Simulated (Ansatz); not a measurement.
## TlS3Br: relaxing a made-up structure

This structure for TlS3Br is made up. Its elements were placed in a known structure type with a cell scaled to their sizes. What cell does the guess relax to, and how far off was it?

Method: DFT, PBEsol, plane-wave PAW, files of the set soft_1, scalar-relativistic, no spin, cell and ions relaxed at zero pressure; PAW set soft_1, in Ansatz 0.2.0.

**1. Set-up**

The structure is orthorhombic, space group Cmmm (No. 65). Conventional cell: a = 6.570 Å, b = 7.096 Å, c = 4.502 Å, α = 90.00°, β = 90.00°, γ = 90.00°. Nearest to Tl lie 6 S at 2.25 to 2.42 Å. Nearest to Br lie 10 S at 3.29 to 3.30 Å. Nearest to S lie 2 Tl at 2.42 Å. Nearest to S lie 2 Tl at 2.25 Å. Farther neighbours and most contacts between anions are not listed.

**2. Relaxation of the guess**

The guessed cell has no reason to be at equilibrium. It is relaxed with the atoms, within the space group of the guess.

File input.yaml:

```yaml
crystal:
  lattice:
    - [3.285, -3.548, 0.0]
    - [3.285, 3.548, 0.0]
    - [0.0, 0.0, 4.502]
  atoms:
    - { symbol: Tl, position: [0.0, 0.0, 0.0] }
    - { symbol: Br, position: [0.5, 0.5, 0.5] }
    - { symbol: S, position: [0.5, 0.0, 0.0] }
    - { symbol: S, position: [0.0, 0.5, 0.0] }
    - { symbol: S, position: [0.0, 0.0, 0.5] }
kpoints:
  mp_grid: { grid: [6, 6, 6] }
scf:
  occupations: { method: fermi_dirac, width: 0.05 }
hamiltonian:
  xc: pbesol
  pseudopotentials: { kind: paw, azcp: { folder: soft_1 }, xc_functional: pbe }
relax:
  f_tol: 0.015
  max_steps: 70
  cell: {}
output:
  forces: true
  stress: true
```

Started as:

```bash
> ansatz run input.yaml --threads 4 --pin off --max-ram 8192MiB --backend cpu --events-out ev --progress --plain --runs-dir out
```

Numbers of over 12 decimals in the logs are rounded to 6 here.

The program printed:

```text
Engine: ansatz 0.2.0, aarch64-unknown-linux-gnu
Pseudopotentials: kind: paw
Pseudopotential: Tl, paw, valence charge 13, recommended cutoff 420 eV (normal), soft_1/Tl.paw.azcp
Pseudopotential: Br, paw, valence charge 7, recommended cutoff 420 eV (normal), soft_1/Br.paw.azcp
Pseudopotential: S, paw, valence charge 6, recommended cutoff 420 eV (normal), soft_1/S.paw.azcp
Functional definition: PBEsol
  exchange = pbesol_x
  correlation = pbesol_c
Crystal: 5 atoms, lattice volume = 104.943 Å³
Basis set: ecut = 420 eV, 2003 PW (Γ), exchange–correlation on 72×72×64 points (8 copies of the dense FFT grid, shifted against one another)
Bands: 24, of which v1, the nominal top of the filled ones, is band 19 counted from 1 (18 counted from 0)
Symmetry: 8 space group operations
Space group: Cmmm (ITA 65), of the structure as read, at distance tolerance 4.7e-5 Å
k-points: 52 of 216
Non-local potential: Tl, projectors of the file, l = 0: 2, l = 1: 2, l = 2: 2, l = 3: 1
Non-local potential: Br, projectors of the file, l = 0: 2, l = 1: 2, l = 2: 2
Non-local potential: S, projectors of the file, l = 0: 2, l = 1: 2, l = 2: 1
PAW form: soft (Blöchl's): semilocal exchange-correlation on the pseudo side does not see the compensation charge
PAW frozen core: Tl, regenerated for the run's functional, and the local potential with it (the file was generated under x = pbe(κ = 0.804, μ = 0.219515), c = pbe(β = 0.066725))
PAW frozen core: Br, regenerated for the run's functional, and the local potential with it (the file was generated under x = pbe(κ = 0.804, μ = 0.219515), c = pbe(β = 0.066725))
PAW frozen core: S, regenerated for the run's functional, and the local potential with it (the file was generated under x = pbe(κ = 0.804, μ = 0.219515), c = pbe(β = 0.066725))
PAW one-centre angular grid: Tl, 590 points (default); XC on 64 Gauss nodes
PAW one-centre angular grid: Br, 110 points (default); XC on 64 Gauss nodes
PAW one-centre angular grid: S, 110 points (default); XC on 64 Gauss nodes
Initial density: superposition of atomic densities (chi_scale 0.1, normalization cell, long waves kept (reshape's long-wave potential 0.02 eV rms))
Initial wavefunctions: pseudopotential atomic-orbital guess
Functional: x = pbesol(κ = 0.804, μ = 0.123457), c = pbesol(β = 0.046)
SCF iter   1: F=—  HF=-16685.961359 eV  |F-HF|=—  |Δ(HF+E_count)|=         —  Δρ=8.32e-2  dr2=2.37e1  ethr=3.10e-3  ⟨swp⟩=8.6  Hψ=7584  notcnv=0
preconditioner: auto → Kerker (q_TF=auto, 2.303 Å⁻¹)  [metal: Δε(μ)=0.016 eV  Ē_g=11.321 eV  σ=0.050 eV  W_gap=0.08  n_scr=22 (ndim 8)  ℏωp=22.3 eV  f_vac=0.000  D(μ)=3.10/eV (n_scr^D=22)]
SCF iter   2: F=—  HF=-16683.779467 eV  |F-HF|=—  |Δ(HF+E_count)|=    2.18e0  Δρ=4.52e-2  dr2=7.53e0  ethr=3.10e-3  ⟨swp⟩=3.7  Hψ=2886  notcnv=0
SCF iter   3: F=—  HF=-16682.979052 eV  |F-HF|=—  |Δ(HF+E_count)|=   8.00e-1  Δρ=1.36e-2  dr2=3.97e-1  ethr=3.10e-3  ⟨swp⟩=2.9  Hψ=2435  notcnv=0
SCF iter   4: F=—  HF=-16682.931658 eV  |F-HF|=—  |Δ(HF+E_count)|=   4.74e-2  Δρ=3.09e-3  dr2=1.72e-2  ethr=1.04e-3  ⟨swp⟩=1.3  Hψ=1600  notcnv=0
SCF iter   5: F=—  HF=-16682.928185 eV  |F-HF|=—  |Δ(HF+E_count)|=   3.47e-3  Δρ=8.95e-4  dr2=2.73e-3  ethr=4.52e-5  ⟨swp⟩=2.2  Hψ=2089  notcnv=0
SCF iter   6: F=—  HF=-16682.927776 eV  |F-HF|=—  |Δ(HF+E_count)|=   4.09e-4  Δρ=2.24e-4  dr2=1.52e-4  ethr=7.18e-6  ⟨swp⟩=1.7  Hψ=1398  notcnv=0
SCF iter   7: F=—  HF=-16682.927785 eV  |F-HF|=—  |Δ(HF+E_count)|=   8.67e-6  Δρ=7.65e-5  dr2=7.80e-6  ethr=4.00e-7  ⟨swp⟩=2.4  Hψ=2154  notcnv=0
SCF iter   8: F=—  HF=-16682.927781 eV  |F-HF|=—  |Δ(HF+E_count)|=   3.60e-6  Δρ=3.56e-5  dr2=2.84e-6  ethr=2.05e-8  ⟨swp⟩=2.1  Hψ=2167  notcnv=0
SCF iter   9: F=-16682.927781 eV  HF=-16682.927781 eV  |F-HF|=1.54e-9  |Δ(HF+E_count)|=   6.50e-8  Δρ=5.40e-6  dr2=4.34e-8  ethr=2.63e-10  ⟨swp⟩=4.6  Hψ=5545  notcnv=0
SCF 1 converged in 9 iterations: F = -16682.927781 eV  dr2 = 4.34e-8
  greatest PAW one-centre occupation: 0.964 electrons in one spin orbital (limit 2), on the Tl atom at site 0 (counted from 0), in its partial waves of l = 2
relax step   1: F+E_penalty+E_count = -16682.92778101 eV  Δ(F+E_penalty+E_count) = +0.000e0 eV  max|allowed force component| = 1.262e-30 eV/Å  Δτ_max = 0.0000 Å  P = +16.382 GPa  Ω = 104.943 Å³  (9 SCF iters, dr2 threshold 1.00e-7 eV, accepted)
Crystal: 5 atoms, lattice volume = 116.149 Å³
Basis set: ecut = 420 eV, 2281 PW (Γ), exchange–correlation on 72×72×64 points (8 copies of the dense FFT grid, shifted against one another)
Initial density: handed on by an earlier stage of this run
Initial wavefunctions: those handed on with the density
iter 1 solved again at ethr=1.71e-3 eV; its pass at ethr=3.10e-3 eV (dr2=6.48e-1 eV) is discarded
SCF iter   1: F=—  HF=-16683.861261 eV  |F-HF|=—  |Δ(HF+E_count)|=         —  Δρ=1.36e-2  dr2=6.47e-1  ethr=1.71e-3  ⟨swp⟩=1.0  Hψ=8430  notcnv=0
preconditioner: auto → Kerker (q_TF=auto, 2.265 Å⁻¹)  [metal: Δε(μ)=0.002 eV  Ē_g=10.440 eV  σ=0.050 eV  W_gap=0.01  n_scr=22 (ndim 8)  ℏωp=21.2 eV  f_vac=0.000  D(μ)=7.15/eV (n_scr^D=80)]
SCF iter   2: F=—  HF=-16683.808597 eV  |F-HF|=—  |Δ(HF+E_count)|=   5.27e-2  Δρ=7.35e-3  dr2=2.01e-1  ethr=1.70e-3  ⟨swp⟩=1.0  Hψ=1248  notcnv=0
SCF iter   3: F=—  HF=-16683.784773 eV  |F-HF|=—  |Δ(HF+E_count)|=   2.38e-2  Δρ=9.69e-4  dr2=1.99e-3  ethr=5.29e-4  ⟨swp⟩=1.5  Hψ=1284  notcnv=0
SCF iter   4: F=—  HF=-16683.785061 eV  |F-HF|=—  |Δ(HF+E_count)|=   2.88e-4  Δρ=2.92e-4  dr2=1.40e-4  ethr=5.24e-6  ⟨swp⟩=2.5  Hψ=2096  notcnv=0
SCF iter   5: F=—  HF=-16683.785088 eV  |F-HF|=—  |Δ(HF+E_count)|=   2.66e-5  Δρ=8.62e-5  dr2=1.56e-5  ethr=3.69e-7  ⟨swp⟩=2.4  Hψ=2157  notcnv=0
SCF iter   6: F=—  HF=-16683.785089 eV  |F-HF|=—  |Δ(HF+E_count)|=   1.05e-6  Δρ=3.74e-5  dr2=3.10e-6  ethr=4.10e-8  ⟨swp⟩=2.9  Hψ=2425  notcnv=0
SCF iter   7: F=-16683.785089 eV  HF=-16683.785089 eV  |F-HF|=8.50e-8  |Δ(HF+E_count)|=   1.81e-8  Δρ=1.15e-5  dr2=3.03e-7  ethr=1.32e-9  ⟨swp⟩=3.2  Hψ=5723  notcnv=0
SCF 2 converged in 7 iterations: F = -16683.785089 eV  dr2 = 3.03e-7
relax step   2: F+E_penalty+E_count = -16683.78508858 eV  Δ(F+E_penalty+E_count) = -8.573e-1 eV  max|allowed force component| = 5.046e-30 eV/Å  Δτ_max = 0.0000 Å  P = +6.664 GPa  Ω = 116.149 Å³  energy of the carried Pulay correction = -2.022e-3 eV  (7 SCF iters, dr2 threshold 5.00e-7 eV, accepted)
Crystal: 5 atoms, lattice volume = 125.183 Å³
Basis set: ecut = 420 eV, 2447 PW (Γ), exchange–correlation on 72×72×64 points (8 copies of the dense FFT grid, shifted against one another)
iter 1 solved again at ethr=1.40e-3 eV; its pass at ethr=3.10e-3 eV (dr2=5.31e-1 eV) is discarded
[...]
relax step   7: F+E_penalty+E_count = -16685.95741674 eV  Δ(F+E_penalty+E_count) = -6.189e-1 eV  max|allowed force component| = 9.466e-31 eV/Å  Δτ_max = 0.0000 Å  P = -0.229 GPa  Ω = 124.004 Å³  energy of the carried Pulay correction = -3.272e-3 eV  (7 SCF iters, dr2 threshold 5.00e-7 eV, accepted)
relax step   8: F+E_penalty+E_count = -16686.57750234 eV  Δ(F+E_penalty+E_count) = -6.201e-1 eV  max|allowed force component| = 2.613e-30 eV/Å  Δτ_max = 0.0000 Å  P = +1.426 GPa  Ω = 119.890 Å³  energy of the carried Pulay correction = -2.590e-3 eV  (7 SCF iters, dr2 threshold 5.00e-7 eV, accepted)
relax step   9: F+E_penalty+E_count = -16686.95591289 eV  Δ(F+E_penalty+E_count) = -3.784e-1 eV  max|allowed force component| = 1.543e-30 eV/Å  Δτ_max = 0.0000 Å  P = +3.408 GPa  Ω = 117.695 Å³  energy of the carried Pulay correction = -2.213e-3 eV  (7 SCF iters, dr2 threshold 5.00e-7 eV, accepted)
relax step  10: F+E_penalty+E_count = -16687.04882307 eV  Δ(F+E_penalty+E_count) = -9.291e-2 eV  max|allowed force component| = 3.155e-30 eV/Å  Δτ_max = 0.0000 Å  P = +0.123 GPa  Ω = 123.291 Å³  energy of the carried Pulay correction = -3.146e-3 eV  (7 SCF iters, dr2 threshold 5.00e-7 eV, accepted)
relax step  11: F+E_penalty+E_count = -16687.05381390 eV  Δ(F+E_penalty+E_count) = -4.991e-3 eV  max|allowed force component| = 7.100e-31 eV/Å  Δτ_max = 0.0000 Å  P = -0.016 GPa  Ω = 123.303 Å³  energy of the carried Pulay correction = -3.156e-3 eV  (5 SCF iters, dr2 threshold 5.00e-7 eV, accepted)
relax step  12: F+E_penalty+E_count = -16687.05385853 eV  Δ(F+E_penalty+E_count) = -4.464e-5 eV  max|allowed force component| = 2.946e-30 eV/Å  Δτ_max = 0.0000 Å  P = +0.000 GPa  Ω = 123.254 Å³  energy of the carried Pulay correction = -3.149e-3 eV  (6 SCF iters, dr2 threshold 7.35e-9 eV, accepted)
relax step  13: F+E_penalty+E_count = -16687.25662304 eV  Δ(F+E_penalty+E_count) = -2.028e-1 eV  max|allowed force component| = 2.805e-30 eV/Å  Δτ_max = 0.0000 Å  P = +1.660 GPa  Ω = 123.254 Å³  stress off target by 3.67e0 GPa  SCF on the basis re-selected at this cell (its energy is not comparable with the rows above)  (9 SCF iters)
relax step  14: F+E_penalty+E_count = -16687.32703950 eV  Δ(F+E_penalty+E_count) = -7.042e-2 eV  max|allowed force component| = 6.626e-30 eV/Å  Δτ_max = 0.0000 Å  P = +0.467 GPa  Ω = 127.524 Å³  energy of the carried Pulay correction = -6.017e-4 eV  (7 SCF iters, dr2 threshold 5.00e-7 eV, accepted)
relax step  15: F+E_penalty+E_count = -16687.34107024 eV  Δ(F+E_penalty+E_count) = -1.403e-2 eV  max|allowed force component| = 5.068e-30 eV/Å  Δτ_max = 0.0000 Å  P = +0.245 GPa  Ω = 129.866 Å³  energy of the carried Pulay correction = -1.011e-3 eV  (6 SCF iters, dr2 threshold 5.00e-7 eV, accepted)
relax step  16: F+E_penalty+E_count = -16687.34143140 eV  Δ(F+E_penalty+E_count) = -3.612e-4 eV  max|allowed force component| = 1.203e-30 eV/Å  Δτ_max = 0.0000 Å  P = -0.040 GPa  Ω = 130.532 Å³  energy of the carried Pulay correction = -1.128e-3 eV  (5 SCF iters, dr2 threshold 4.91e-7 eV, accepted)
relax step  17: F+E_penalty+E_count = -16687.34149714 eV  Δ(F+E_penalty+E_count) = -6.574e-5 eV  max|allowed force component| = 3.293e-30 eV/Å  Δτ_max = 0.0000 Å  P = +0.009 GPa  Ω = 130.502 Å³  energy of the carried Pulay correction = -1.123e-3 eV  (4 SCF iters, dr2 threshold 3.97e-8 eV, accepted)
Basis set: ecut = 420 eV, 2523 PW (Γ), exchange–correlation on 80×80×80 points (8 copies of the dense FFT grid, shifted against one another)
iter 1 solved again at ethr=4.69e-7 eV; its pass at ethr=3.10e-3 eV (dr2=1.78e-4 eV) is discarded
SCF iter   1: F=—  HF=-16687.342726 eV  |F-HF|=—  |Δ(HF+E_count)|=         —  Δρ=6.81e-5  dr2=7.58e-7  ethr=4.69e-7  ⟨swp⟩=3.8  Hψ=10852  notcnv=0
preconditioner: auto → LDOS  [metal: Δε(μ)=0.019 eV  Ē_g=10.366 eV  σ=0.050 eV  W_gap=0.10  n_scr=20 (ndim 8)  ℏωp=20.0 eV  f_vac=0.060  D(μ)=3.39/eV (n_scr^D=20)  β→1.0]
SCF iter   2: F=—  HF=-16687.342735 eV  |F-HF|=—  |Δ(HF+E_count)|=   8.69e-6  Δρ=8.14e-6  dr2=9.29e-8  ethr=1.99e-9  ⟨swp⟩=2.8  Hψ=2420  notcnv=0
SCF iter   3: F=—  HF=-16687.342735 eV  |F-HF|=—  |Δ(HF+E_count)|=   1.73e-8  Δρ=4.20e-6  dr2=2.55e-8  ethr=2.44e-10  ⟨swp⟩=2.2  Hψ=2110  notcnv=0
SCF iter   4: F=—  HF=-16687.342735 eV  |F-HF|=—  |Δ(HF+E_count)|=   7.29e-9  Δρ=1.82e-6  dr2=6.79e-9  ethr=6.70e-11  ⟨swp⟩=2.0  Hψ=1586  notcnv=0
SCF iter   5: F=—  HF=-16687.342734 eV  |F-HF|=—  |Δ(HF+E_count)|=   1.63e-9  Δρ=9.27e-7  dr2=1.47e-9  ethr=1.79e-11  ⟨swp⟩=2.3  Hψ=1720  notcnv=0
SCF iter   6: F=-16687.342734 eV  HF=-16687.342734 eV  |F-HF|=2.55e-11  |Δ(HF+E_count)|=  3.13e-10  Δρ=1.35e-7  dr2=3.44e-11  ethr=1.00e-12  ⟨swp⟩=4.2  Hψ=6191  notcnv=0
SCF 18 converged in 6 iterations: F = -16687.342734 eV  dr2 = 3.44e-11
relax step  18: F+E_penalty+E_count = -16687.34273450 eV  Δ(F+E_penalty+E_count) = -1.237e-3 eV  max|allowed force component| = 6.449e-30 eV/Å  Δτ_max = 0.0000 Å  P = +0.005 GPa  Ω = 130.502 Å³  stress off target by 1.84e-2 GPa  SCF on the basis re-selected at this cell (its energy is not comparable with the rows above)  (6 SCF iters)
basis re-selected at this cell: Δ(F+E_penalty+E_count) = -1.237e-3 eV, ΔP = -0.004 GPa vs the last step (what re-selecting the basis moved, of the pressure what is left beyond the Pulay correction that the steps carried, after the strain that the cell walked since its last selection, with what the two solves' SCF thresholds leave and, on support functions, any second-order correction that the steps lacked; it is no measure of the basis error at this ecutwfc). The dense FFT grid was sized anew with the basis: this SCF ran on 40×40×40 points, the steps before it on 36×36×40, so part of this shift can come from that change (see relax.cell in the input reference). [rest of the remark cut]
SCF converged after 6 iterations
Free energy (F): -16687.342734 eV
Harris-Foulkes:  -16687.342734 eV  (|F-HF|=2.55e-11)
Internal energy: -16687.314256 eV  (E = F + TS)
E sigma→0 (E₀):  -16687.328495 eV
Entropy (-TS):   -0.028479 eV (-5.696 meV/atom)
Fermi energy:    4.712506 eV
--- Per-component energies (eV) ---
  E_band       = -88.113734
  E_kinetic    = 708.510592
  E_local      = -1845.850412  (includes V_loc(G=0)·N_el)
  E_nonlocal   = 476.164928
  E_hartree    = 662.729641
  E_xc         = -636.556797
  E_vxc        = -471.814076  (∫ρ·V_xc dr)
  E_paw        = -14087.619294  (= ΣΔE_a)
  E_vpaw       = -280.584076  (= ΣTr[D̂ρ^β])
  E_aug_tail   = -0.000045  (compensation charges beyond the density's cutoff)
  E_ewald      = -1965.009320
  E_core_change = 0.316452  (= ΣΔE_core)
  E_smearing   = -0.028479  (= −TS)
  E_closure    = 0.000000  (closes the sum)
  Σ components = -16687.342734   (vs F -16687.342734, Δ=0.00e0)
--- Forces (eV/Å), atoms counted from 1 ---
  atom   1  Tl    -0.00000000     0.00000000     0.00000000
  atom   2  Br     0.00000000     0.00000000     0.00000000
  atom   3  S      0.00000000    -0.00000000     0.00000000
  atom   4  S      0.00000000    -0.00000000     0.00000000
  atom   5  S      0.00000000    -0.00000000     0.00000000
  max |Σ_I F_I| component: 1.51e-29 eV/Å
--- Stress (GPa, compression-positive) ---
       -0.006654       0.000000      -0.000000
        0.000000       0.018440      -0.000000
       -0.000000      -0.000000       0.004452
  P = ⅓ Tr σ = 0.0054 GPa (0.054 kbar)
--- Relaxed structure (16 steps of the walk, 16 accepted, 2 SCFs on fresh bases) ---
  F+E_penalty+E_count = -16687.34273450 eV   max|allowed force component| = 6.449e-30 eV/Å   (the final SCF, on the basis selected at the relaxed cell)
  cell:  # Å, volume = 130.5016 Å³
    - [2.411141, -4.962035, -1.2013647495754756e-16]
    - [2.411141, 4.962035, 1.201364749575476e-16]
    - [0, 1.524392362623673e-16, 5.453855]
  atoms:
    - { symbol: Tl, position: [0, 0, 0] }
    - { symbol: Br, position: [0.5, 0.5, 0.5] }
    - { symbol: S, position: [0.5, -5.551115123125783e-17, 0] }
    - { symbol: S, position: [-5.551115123125783e-17, 0.5, 0] }
    - { symbol: S, position: [0, 0, 0.5] }
```

The job ended after 36 s (4 threads of Arm Neoverse V1, shared host; peak memory 0.53 GiB; 2.3 min of CPU time).

Step by step:

```csv
step,energy less that of the first step (eV),largest force component (eV/Å),pressure (GPa),volume (Å³)
1,0.0000,0.0000,16.38,104.94
2,-0.8573,0.0000,6.66,116.15
3,-1.1854,0.0000,1.74,125.18
4,-1.4728,0.0000,-0.50,130.07
5,-1.9111,0.0000,-1.41,130.66
6,-2.4107,0.0000,-1.18,128.05
7,-3.0296,0.0000,-0.23,124.00
8,-3.6497,0.0000,1.43,119.89
9,-4.0281,0.0000,3.41,117.69
10,-4.1210,0.0000,0.12,123.29
11,-4.1260,0.0000,-0.02,123.30
12,-4.1261,0.0000,0.00,123.25
13*,-4.3288,0.0000,1.66,123.25
14,-4.3993,0.0000,0.47,127.52
15,-4.4133,0.0000,0.24,129.87
16,-4.4137,0.0000,-0.04,130.53
17,-4.4137,0.0000,0.01,130.50
18*,-4.4150,0.0000,0.01,130.50
```

Relaxation steps marked * repeat the geometry before them on a plane-wave basis chosen anew for their cell, so energy and pressure can jump there.

Forces are held to the 8 operations that the run works with; a distortion that breaks them can't arise in this run.

```csv
cell as run,before,after,change
a (Å),4.835,5.517,+14.1 %
b (Å),4.835,5.517,+14.1 %
c (Å),4.502,5.454,+21.1 %
γ (°),94.41,128.17,+35.8 %
volume (Å³/atom),20.99,26.10,+24.4 %
```

Final coordinates:

```xyz
5
Lattice="2.4111 -4.9620 0.0000 2.4111 4.9620 0.0000 0.0000 0.0000 5.4539" Properties=species:S:1:pos:R:3 pbc="T T T"
Tl    0.0000    0.0000    0.0000
Br    2.4111    0.0000    2.7269
S     1.2056   -2.4810    0.0000
S     1.2056    2.4810    0.0000
S     0.0000    0.0000    2.7269
```

This step gave:

```
free energy             : -16687.3427 eV
energy at zero smearing : -16687.3285 eV
smearing term TS        : 0.02848 eV
Fermi energy            : 4.713 eV
electrons               : 38
symmetry operations     : 8
pressure                : 0.005413 GPa
```

The shortest distance of each pair, which need not be the same contact before and after:

```csv
pair,guess (Å),relaxed (Å)
Br–S,3.285,2.411
S–S,3.285,2.411
S–Tl,2.251,2.727
Br–Tl,3.982,3.640
Tl–Tl,4.502,4.822
```

The relaxation ends with a pressure of 0.01 GPa.

**3. Outcome**

* space group, relaxed: Cmmm
* conventional cell: a = 4.822, b = 9.924, c = 5.454 Å; α = 90.0°, β = 90.0°, γ = 90.0°
* volume per atom: 26.10 Å³ (guess 20.99)

What this shows: TlS3Br relaxes to Cmmm with a = 4.822, b = 9.924 and c = 5.454 Å. The guessed volume was 20 % too small. The space group Cmmm was held in the relaxation, so the end point is a stationary structure within it and may be a saddle against distortions or other arrangements. Mesh and cutoff weren't tested. A vector of the cell changed its length by 21 %, so the starting arrangement is largely lost and the mesh was laid for another shape. Spin-orbit coupling is left out, which can matter for elements this heavy. No dispersion term is used, so weakly bound directions may come out too long. Nothing here tests whether the compound is stable against decomposition.

[Logs are printed without paths, hosts, clocks, repeated set-up lines and the standing remarks that a program may print on its own settings, such as how far it seeks lower states.]

[Hosts, paths, dates, database ids (printed as entryN), source tags and the programs' standing remarks are cut or masked in the printed files.]
